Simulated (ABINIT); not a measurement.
# BeTlI3 (Pm-3m): zone-centre phonons, part 3 of 3

Which modes does BeTlI3 (Pm-3m) have at the zone centre?

ABINIT 10.8.3; DFT PBEsol, scalar-relativistic, plane waves, PseudoDojo norm-conserving pseudopotentials.

So far. Step 4 (Relaxation): The volume changes by -0.1 % in this run and stands +7.8 % from the first cell. Step 6 (Linear response at Γ): The acoustic modes at Γ come out as far as 1.9 cm⁻¹ from zero, where they should vanish, a small numerical error. The lowest optical mode is imaginary, 232i cm⁻¹, an instability at this level and on this k mesh. The relaxed cell has a = 5.326 Å (conventional setting).

The structure was built from a prototype and need not be the compound's stable phase.

## (7) Zone-centre analysis

anaddb reads the merged derivatives and imposes the acoustic sum rule.

anaddb.abi

```
ddb_filepath "gamma_DDB"
output_file "anaddb.abo"
outdata_prefix "anaddb"
asr 1
chneut 1
enunit 2
eivec 1
nph1l 1
qph1l 0.0 0.0 0.0 1.0
```

mrgddb.in

```
gamma_DDB
merged
2
dfpt_gammao_DDB
gso_DDB
```

Run with:

```bash
$ mrgddb < mrgddb.in > mrgddb.log
$ OMP_NUM_THREADS=1 anaddb anaddb.abi > anaddb.log
```

anaddb.abo, the main output file:

```text
-outvars_anaddb: echo values of input variables ----------------------

 Miscellaneous information :
      enunit         2
       eivec         1
         asr         1
 First list of wavevector (reduced coord.) :
       nph1l         1
       qph1l
                     0.00000000E+00  0.00000000E+00  0.00000000E+00    1.000E+00

================================================================================

 read the DDB information and perform some checks

  ==== Info on the Cryst% object ====
 Real(R)+Recip(G) space primitive vectors, cartesian coordinates (Bohr,Bohr^-1):
 R(1)= 10.0647908  0.0000000  0.0000000  G(1)=  0.0993563  0.0000000  0.0000000
 R(2)=  0.0000000 10.0647908  0.0000000  G(2)=  0.0000000  0.0993563  0.0000000
 R(3)=  0.0000000  0.0000000 10.0647908  G(3)=  0.0000000  0.0000000  0.0993563
 Unit cell volume ucvol=  1.0195634E+03 bohr^3
 Angles (23,13,12)=  9.00000000E+01  9.00000000E+01  9.00000000E+01 degrees
 Time-reversal symmetry is present
 Reduced atomic positions [iatom, xred, symbol]:
    1)    0.0000000  0.0000000  0.0000000  Tl
    2)    0.5000000  0.5000000  0.5000000  Be
    3)    0.5000000  0.5000000  0.0000000   I
    4)    0.5000000  0.0000000  0.5000000   I
    5)    0.0000000  0.5000000  0.5000000   I

 DDB file with 3 blocks has been read.

================================================================================

 Treat the first list of vectors

  Phonon wavevector (reduced coordinates) :  0.00000  0.00000  0.00000
 Phonon energies in Hartree :
  -1.056402E-03 -1.056402E-03 -1.056402E-03 -8.457499E-05 -8.457499E-05
  -8.457499E-05  2.997349E-08  3.004965E-08  3.027699E-08  2.064856E-04
   2.064856E-04  2.064856E-04  4.377222E-04  4.377222E-04  4.377222E-04
 Phonon energies in meV     :
- -2.874615E+01 -2.874615E+01 -2.874615E+01 -2.301403E+00 -2.301403E+00
- -2.301403E+00  8.156202E-04  8.176925E-04  8.238788E-04  5.618758E+00
-  5.618758E+00  5.618758E+00  1.191103E+01  1.191103E+01  1.191103E+01
 Phonon frequencies in cm-1    :
- -2.318534E+02 -2.318534E+02 -2.318534E+02 -1.856207E+01 -1.856207E+01
- -1.856207E+01  6.578421E-03  6.595135E-03  6.645030E-03  4.531834E+01
-  4.531834E+01  4.531834E+01  9.606891E+01  9.606891E+01  9.606891E+01
 Phonon frequencies in Thz     :
- -6.950789E+00 -6.950789E+00 -6.950789E+00 -5.564767E-01 -5.564767E-01
- -5.564767E-01  1.972161E-04  1.977172E-04  1.992130E-04  1.358610E+00
-  1.358610E+00  1.358610E+00  2.880074E+00  2.880074E+00  2.880074E+00
 Phonon energies in Kelvin  :
- -3.335852E+02 -3.335852E+02 -3.335852E+02 -2.670667E+01 -2.670667E+01
- -2.670667E+01  9.464879E-03  9.488928E-03  9.560716E-03  6.520298E+01
-  6.520298E+01  6.520298E+01  1.382217E+02  1.382217E+02  1.382217E+02

 Eigendisplacements
 (will be given, for each mode : in cartesian coordinates
   for each atom the real part of the displacement vector,
   then the imaginary part of the displacement vector - absolute values smaller than 1.0d-7 are set to zero)
  Mode number    1   Energy   -1.056402E-03
 Attention : low frequency mode.
   (Could be unstable or acoustic mode)
-  1  0.00000000E+00  0.00000000E+00  1.13899137E-05
-     0.00000000E+00  0.00000000E+00  0.00000000E+00
-  2  0.00000000E+00  0.00000000E+00  7.69405462E-03
-     0.00000000E+00  0.00000000E+00  0.00000000E+00
-  3  0.00000000E+00  0.00000000E+00 -2.78479402E-04
-     0.00000000E+00  0.00000000E+00  0.00000000E+00
-  4  0.00000000E+00  0.00000000E+00 -1.43196460E-04
-     0.00000000E+00  0.00000000E+00  0.00000000E+00
-  5  0.00000000E+00  0.00000000E+00 -1.43196460E-04
-     0.00000000E+00  0.00000000E+00  0.00000000E+00
  Mode number    2   Energy   -1.056402E-03
 Attention : low frequency mode.
   (Could be unstable or acoustic mode)
-  1  0.00000000E+00 -1.13899137E-05  0.00000000E+00
-     0.00000000E+00  0.00000000E+00  0.00000000E+00
-  2  0.00000000E+00 -7.69405462E-03  0.00000000E+00
-     0.00000000E+00  0.00000000E+00  0.00000000E+00
-  3  0.00000000E+00  1.43196460E-04  0.00000000E+00
-     0.00000000E+00  0.00000000E+00  0.00000000E+00
-  4  0.00000000E+00  2.78479402E-04  0.00000000E+00
-     0.00000000E+00  0.00000000E+00  0.00000000E+00
-  5  0.00000000E+00  1.43196460E-04  0.00000000E+00
-     0.00000000E+00  0.00000000E+00  0.00000000E+00
  Mode number    3   Energy   -1.056402E-03
 Attention : low frequency mode.
   (Could be unstable or acoustic mode)
-  1  1.13899137E-05  0.00000000E+00  0.00000000E+00
-     0.00000000E+00  0.00000000E+00  0.00000000E+00
-  2  7.69405462E-03  0.00000000E+00  0.00000000E+00
-     0.00000000E+00  0.00000000E+00  0.00000000E+00
-  3 -1.43196460E-04  0.00000000E+00  0.00000000E+00
-     0.00000000E+00  0.00000000E+00  0.00000000E+00
-  4 -1.43196460E-04  0.00000000E+00  0.00000000E+00
-     0.00000000E+00  0.00000000E+00  0.00000000E+00
-  5 -2.78479402E-04  0.00000000E+00  0.00000000E+00
-     0.00000000E+00  0.00000000E+00  0.00000000E+00
  Mode number    4   Energy   -8.457499E-05
 Attention : low frequency mode.
   (Could be unstable or acoustic mode)
-  1  0.00000000E+00  0.00000000E+00 -1.32669743E-03
-     0.00000000E+00  0.00000000E+00  0.00000000E+00
-  2  0.00000000E+00  0.00000000E+00  7.58545799E-04
-     0.00000000E+00  0.00000000E+00  0.00000000E+00
-  3  0.00000000E+00  0.00000000E+00  6.78576536E-04
-     0.00000000E+00  0.00000000E+00  0.00000000E+00
-  4  0.00000000E+00  0.00000000E+00  7.02394819E-04
-     0.00000000E+00  0.00000000E+00  0.00000000E+00
-  5  0.00000000E+00  0.00000000E+00  7.02394819E-04
-     0.00000000E+00  0.00000000E+00  0.00000000E+00
  Mode number    5   Energy   -8.457499E-05
 Attention : low frequency mode.
   (Could be unstable or acoustic mode)
-  1  0.00000000E+00  1.32669743E-03  0.00000000E+00
-     0.00000000E+00  0.00000000E+00  0.00000000E+00
-  2  0.00000000E+00 -7.58545799E-04  0.00000000E+00
-     0.00000000E+00  0.00000000E+00  0.00000000E+00
-  3  0.00000000E+00 -7.02394819E-04  0.00000000E+00
-     0.00000000E+00  0.00000000E+00  0.00000000E+00
-  4  0.00000000E+00 -6.78576536E-04  0.00000000E+00
-     0.00000000E+00  0.00000000E+00  0.00000000E+00
-  5  0.00000000E+00 -7.02394819E-04  0.00000000E+00
-     0.00000000E+00  0.00000000E+00  0.00000000E+00
  Mode number    6   Energy   -8.457499E-05
 Attention : low frequency mode.
   (Could be unstable or acoustic mode)
-  1  1.32669743E-03  0.00000000E+00  0.00000000E+00
-     0.00000000E+00  0.00000000E+00  0.00000000E+00
-  2 -7.58545799E-04  0.00000000E+00  0.00000000E+00
-     0.00000000E+00  0.00000000E+00  0.00000000E+00
-  3 -7.02394819E-04  0.00000000E+00  0.00000000E+00
-     0.00000000E+00  0.00000000E+00  0.00000000E+00
-  4 -7.02394819E-04  0.00000000E+00  0.00000000E+00
-     0.00000000E+00  0.00000000E+00  0.00000000E+00
-  5 -6.78576536E-04  0.00000000E+00  0.00000000E+00
-     0.00000000E+00  0.00000000E+00  0.00000000E+00
  Mode number    7   Energy    2.997349E-08
 Attention : low frequency mode.
   (Could be unstable or acoustic mode)
-  1  0.00000000E+00  0.00000000E+00 -9.61082299E-04
-     0.00000000E+00  0.00000000E+00  0.00000000E+00
-  2  0.00000000E+00  0.00000000E+00 -9.61039042E-04
-     0.00000000E+00  0.00000000E+00  0.00000000E+00
-  3  0.00000000E+00  0.00000000E+00 -9.60777481E-04
-     0.00000000E+00  0.00000000E+00  0.00000000E+00
-  4  0.00000000E+00  0.00000000E+00 -9.60854716E-04
-     0.00000000E+00  0.00000000E+00  0.00000000E+00
-  5  0.00000000E+00  0.00000000E+00 -9.60854716E-04
-     0.00000000E+00  0.00000000E+00  0.00000000E+00
  Mode number    8   Energy    3.004965E-08
 Attention : low frequency mode.
   (Could be unstable or acoustic mode)
-  1  0.00000000E+00  9.61082299E-04  0.00000000E+00
-     0.00000000E+00  0.00000000E+00  0.00000000E+00
-  2  0.00000000E+00  9.61039042E-04  0.00000000E+00
-     0.00000000E+00  0.00000000E+00  0.00000000E+00
-  3  0.00000000E+00  9.60854716E-04  0.00000000E+00
-     0.00000000E+00  0.00000000E+00  0.00000000E+00
-  4  0.00000000E+00  9.60777481E-04  0.00000000E+00
-     0.00000000E+00  0.00000000E+00  0.00000000E+00
-  5  0.00000000E+00  9.60854716E-04  0.00000000E+00
-     0.00000000E+00  0.00000000E+00  0.00000000E+00
  Mode number    9   Energy    3.027699E-08
 Attention : low frequency mode.
   (Could be unstable or acoustic mode)
-  1  9.61082299E-04  0.00000000E+00  0.00000000E+00
-     0.00000000E+00  0.00000000E+00  0.00000000E+00
-  2  9.61039042E-04  0.00000000E+00  0.00000000E+00
-     0.00000000E+00  0.00000000E+00  0.00000000E+00
-  3  9.60854716E-04  0.00000000E+00  0.00000000E+00
-     0.00000000E+00  0.00000000E+00  0.00000000E+00
-  4  9.60854716E-04  0.00000000E+00  0.00000000E+00
-     0.00000000E+00  0.00000000E+00  0.00000000E+00
-  5  9.60777481E-04  0.00000000E+00  0.00000000E+00
-     0.00000000E+00  0.00000000E+00  0.00000000E+00
  Mode number   10   Energy    2.064856E-04
-  1  0.00000000E+00  0.00000000E+00  0.00000000E+00
-     0.00000000E+00  0.00000000E+00  0.00000000E+00
-  2  0.00000000E+00  0.00000000E+00  0.00000000E+00
-     0.00000000E+00  0.00000000E+00  0.00000000E+00
-  3  0.00000000E+00  0.00000000E+00  0.00000000E+00
-     0.00000000E+00  0.00000000E+00  0.00000000E+00
-  4  0.00000000E+00  0.00000000E+00  1.47016639E-03
-     0.00000000E+00  0.00000000E+00  0.00000000E+00
-  5  0.00000000E+00  0.00000000E+00 -1.47016639E-03
-     0.00000000E+00  0.00000000E+00  0.00000000E+00
  Mode number   11   Energy    2.064856E-04
-  1  0.00000000E+00  0.00000000E+00  0.00000000E+00
-     0.00000000E+00  0.00000000E+00  0.00000000E+00
-  2  0.00000000E+00  0.00000000E+00  0.00000000E+00
-     0.00000000E+00  0.00000000E+00  0.00000000E+00
-  3  0.00000000E+00 -1.47016639E-03  0.00000000E+00
-     0.00000000E+00  0.00000000E+00  0.00000000E+00
-  4  0.00000000E+00  0.00000000E+00  0.00000000E+00
-     0.00000000E+00  0.00000000E+00  0.00000000E+00
-  5  0.00000000E+00  1.47016639E-03  0.00000000E+00
-     0.00000000E+00  0.00000000E+00  0.00000000E+00
  Mode number   12   Energy    2.064856E-04
-  1  0.00000000E+00  0.00000000E+00  0.00000000E+00
-     0.00000000E+00  0.00000000E+00  0.00000000E+00
-  2  0.00000000E+00  0.00000000E+00  0.00000000E+00
-     0.00000000E+00  0.00000000E+00  0.00000000E+00
-  3  1.47016639E-03  0.00000000E+00  0.00000000E+00
-     0.00000000E+00  0.00000000E+00  0.00000000E+00
-  4 -1.47016639E-03  0.00000000E+00  0.00000000E+00
-     0.00000000E+00  0.00000000E+00  0.00000000E+00
-  5  0.00000000E+00  0.00000000E+00  0.00000000E+00
-     0.00000000E+00  0.00000000E+00  0.00000000E+00
  Mode number   13   Energy    4.377222E-04
-  1  0.00000000E+00  0.00000000E+00  1.17924335E-05
-     0.00000000E+00  0.00000000E+00  0.00000000E+00
-  2  0.00000000E+00  0.00000000E+00 -4.16493423E-04
-     0.00000000E+00  0.00000000E+00  0.00000000E+00
-  3  0.00000000E+00  0.00000000E+00 -1.69164659E-03
-     0.00000000E+00  0.00000000E+00  0.00000000E+00
-  4  0.00000000E+00  0.00000000E+00  8.51048610E-04
-     0.00000000E+00  0.00000000E+00  0.00000000E+00
-  5  0.00000000E+00  0.00000000E+00  8.51048610E-04
-     0.00000000E+00  0.00000000E+00  0.00000000E+00
  Mode number   14   Energy    4.377222E-04
-  1  0.00000000E+00  1.17924335E-05  0.00000000E+00
-     0.00000000E+00  0.00000000E+00  0.00000000E+00
-  2  0.00000000E+00 -4.16493423E-04  0.00000000E+00
-     0.00000000E+00  0.00000000E+00  0.00000000E+00
-  3  0.00000000E+00  8.51048610E-04  0.00000000E+00
-     0.00000000E+00  0.00000000E+00  0.00000000E+00
-  4  0.00000000E+00 -1.69164659E-03  0.00000000E+00
-     0.00000000E+00  0.00000000E+00  0.00000000E+00
-  5  0.00000000E+00  8.51048610E-04  0.00000000E+00
-     0.00000000E+00  0.00000000E+00  0.00000000E+00
  Mode number   15   Energy    4.377222E-04
-  1  1.17924335E-05  0.00000000E+00  0.00000000E+00
-     0.00000000E+00  0.00000000E+00  0.00000000E+00
-  2 -4.16493423E-04  0.00000000E+00  0.00000000E+00
-     0.00000000E+00  0.00000000E+00  0.00000000E+00
-  3  8.51048610E-04  0.00000000E+00  0.00000000E+00
-     0.00000000E+00  0.00000000E+00  0.00000000E+00
-  4  8.51048610E-04  0.00000000E+00  0.00000000E+00
-     0.00000000E+00  0.00000000E+00  0.00000000E+00
-  5 -1.69164659E-03  0.00000000E+00  0.00000000E+00
-     0.00000000E+00  0.00000000E+00  0.00000000E+00

 Analysis of degeneracies and characters (maximum tolerance=1.00E-06 a.u.)
 For each vibration mode, or group of modes if degenerate,
 the characters are given for each symmetry operation (see the list in the log file).
 Symmetry characters of vibration mode #   1
       degenerate with vibration modes #   2 to    3
  3.0 -3.0 -1.0  1.0 -1.0  1.0 -1.0  1.0  1.0 -1.0 -1.0  1.0  1.0 -1.0 -1.0  1.0
 -0.0  0.0 -0.0  0.0 -0.0  0.0  0.0 -0.0  1.0 -1.0 -1.0  1.0 -1.0  1.0  1.0 -1.0
 -0.0  0.0 -0.0  0.0  0.0 -0.0 -0.0  0.0  1.0 -1.0  1.0 -1.0 -1.0  1.0 -1.0  1.0
 Symmetry characters of vibration mode #   4
       degenerate with vibration modes #   5 to    6
  3.0 -3.0 -1.0  1.0 -1.0  1.0 -1.0  1.0  1.0 -1.0 -1.0  1.0  1.0 -1.0 -1.0  1.0
  0.0 -0.0  0.0 -0.0  0.0 -0.0 -0.0  0.0  1.0 -1.0 -1.0  1.0 -1.0  1.0  1.0 -1.0
  0.0 -0.0  0.0 -0.0 -0.0  0.0  0.0 -0.0  1.0 -1.0  1.0 -1.0 -1.0  1.0 -1.0  1.0
 Symmetry characters of vibration mode #   7
       degenerate with vibration modes #   8 to    9
  3.0 -3.0 -1.0  1.0 -1.0  1.0 -1.0  1.0  1.0 -1.0 -1.0  1.0  1.0 -1.0 -1.0  1.0
 -0.0  0.0  0.0 -0.0 -0.0  0.0  0.0 -0.0  1.0 -1.0 -1.0  1.0 -1.0  1.0  1.0 -1.0
 -0.0  0.0 -0.0  0.0  0.0 -0.0  0.0 -0.0  1.0 -1.0  1.0 -1.0 -1.0  1.0 -1.0  1.0
 Symmetry characters of vibration mode #  10
       degenerate with vibration modes #  11 to   12
  3.0 -3.0 -1.0  1.0 -1.0  1.0 -1.0  1.0 -1.0  1.0  1.0 -1.0 -1.0  1.0  1.0 -1.0
 -0.0  0.0  0.0 -0.0 -0.0  0.0  0.0 -0.0 -1.0  1.0  1.0 -1.0  1.0 -1.0 -1.0  1.0
 -0.0  0.0 -0.0  0.0  0.0 -0.0  0.0 -0.0 -1.0  1.0 -1.0  1.0  1.0 -1.0  1.0 -1.0
 Symmetry characters of vibration mode #  13
       degenerate with vibration modes #  14 to   15
  3.0 -3.0 -1.0  1.0 -1.0  1.0 -1.0  1.0  1.0 -1.0 -1.0  1.0  1.0 -1.0 -1.0  1.0
  0.0 -0.0  0.0 -0.0 -0.0  0.0 -0.0  0.0  1.0 -1.0 -1.0  1.0 -1.0  1.0  1.0 -1.0
  0.0 -0.0 -0.0  0.0 -0.0  0.0  0.0 -0.0  1.0 -1.0  1.0 -1.0 -1.0  1.0 -1.0  1.0
-
```

It took 0.52 s on 1 thread of Arm Neoverse V2, shared host.

Numbers from this step:

| Item | Value |
| --- | --- |
| highest optical zone-centre mode (no LO-TO term) | 96.07 cm⁻¹ |
| lowest optical zone-centre mode | -231.8 cm⁻¹ |

No LO-TO term; unit eigenvectors of the mass-weighted matrix, from anaddb's displacements. The modes at Γ (shares of kinetic energy by element, %) (negative means imaginary):

| mode | frequency (cm⁻¹) | symmetry | Tl % | Be % | I % |
| --- | --- | --- | --- | --- | --- |
| 1 | -231.9 | T1u | 0 | 97 | 3 |
| 2 | -231.9 | T1u | 0 | 97 | 3 |
| 3 | -231.9 | T1u | 0 | 97 | 3 |
| 4 | -18.6 | T1u | 66 | 1 | 33 |
| 5 | -18.6 | T1u | 66 | 1 | 33 |
| 6 | -18.6 | T1u | 66 | 1 | 33 |
| 7 | 0.0 | acoustic | 34 | 2 | 64 |
| 8 | 0.0 | acoustic | 34 | 2 | 64 |
| 9 | 0.0 | acoustic | 34 | 2 | 64 |
| 10 | 45.3 | T2u | 0 | 0 | 100 |
| 11 | 45.3 | T2u | 0 | 0 | 100 |
| 12 | 45.3 | T2u | 0 | 0 | 100 |
| 13 | 96.1 | T1u | 0 | 0 | 100 |
| 14 | 96.1 | T1u | 0 | 0 | 100 |
| 15 | 96.1 | T1u | 0 | 0 | 100 |

Displacements in mode 1 (-231.9 cm⁻¹), the largest set to 1:
```
Tl1  0.00  0.00  0.00
Be2  0.00  0.00  1.00
I3   0.00  0.00 -0.04
I4   0.00  0.00 -0.02
I5   0.00  0.00 -0.02
```

Displacements in mode 13 (96.1 cm⁻¹), the largest set to 1:
```
Tl1  0.00  0.00  0.01
Be2  0.00  0.00 -0.25
I3   0.00  0.00 -1.00
I4   0.00  0.00  0.50
I5   0.00  0.00  0.50
```

The rule also moves an optical mode by 0.5 cm⁻¹.

## (8) Summary of results

```json
{
  "space group after relaxation": "Pm-3m",
  "volume per atom": "30.2 Å³",
  "highest optical zone-centre mode (no LO-TO term)": "96.1 cm⁻¹",
  "lowest optical zone-centre mode": "-231.8 cm⁻¹",
  "imaginary optical modes at the zone centre (no q mesh in this session)": "yes"
}
```

**Reading.** At the PBEsol level the optical modes of BeTlI3 (Pm-3m) at the zone centre run from 232i to 96 cm⁻¹, so the structure is a saddle point, with 6 modes beyond 10i cm⁻¹ there. These are harmonic frequencies at zero temperature: anharmonic shifts and linewidths and thermal expansion are left out. Spin-orbit coupling is left out, which can matter for the heavy elements here. The gap is closed at this level, which can be the usual underestimate of semilocal functionals and leaves polar modes without their LO-TO splitting; the narrow smearing kept for a small-gap crystal asks for a denser k mesh than was used. The structure is a hypothetical one, built on a prototype.

[Host names and launcher messages were left out of these logs when they were recorded.]

[Logs are printed without paths, hosts, clocks, repeated set-up lines and the standing remarks that a program may print on its own settings, such as how far it seeks lower states.]

[Hosts, paths, dates, database ids (printed as entryN), source tags and the programs' standing remarks are cut or masked in the printed files.]
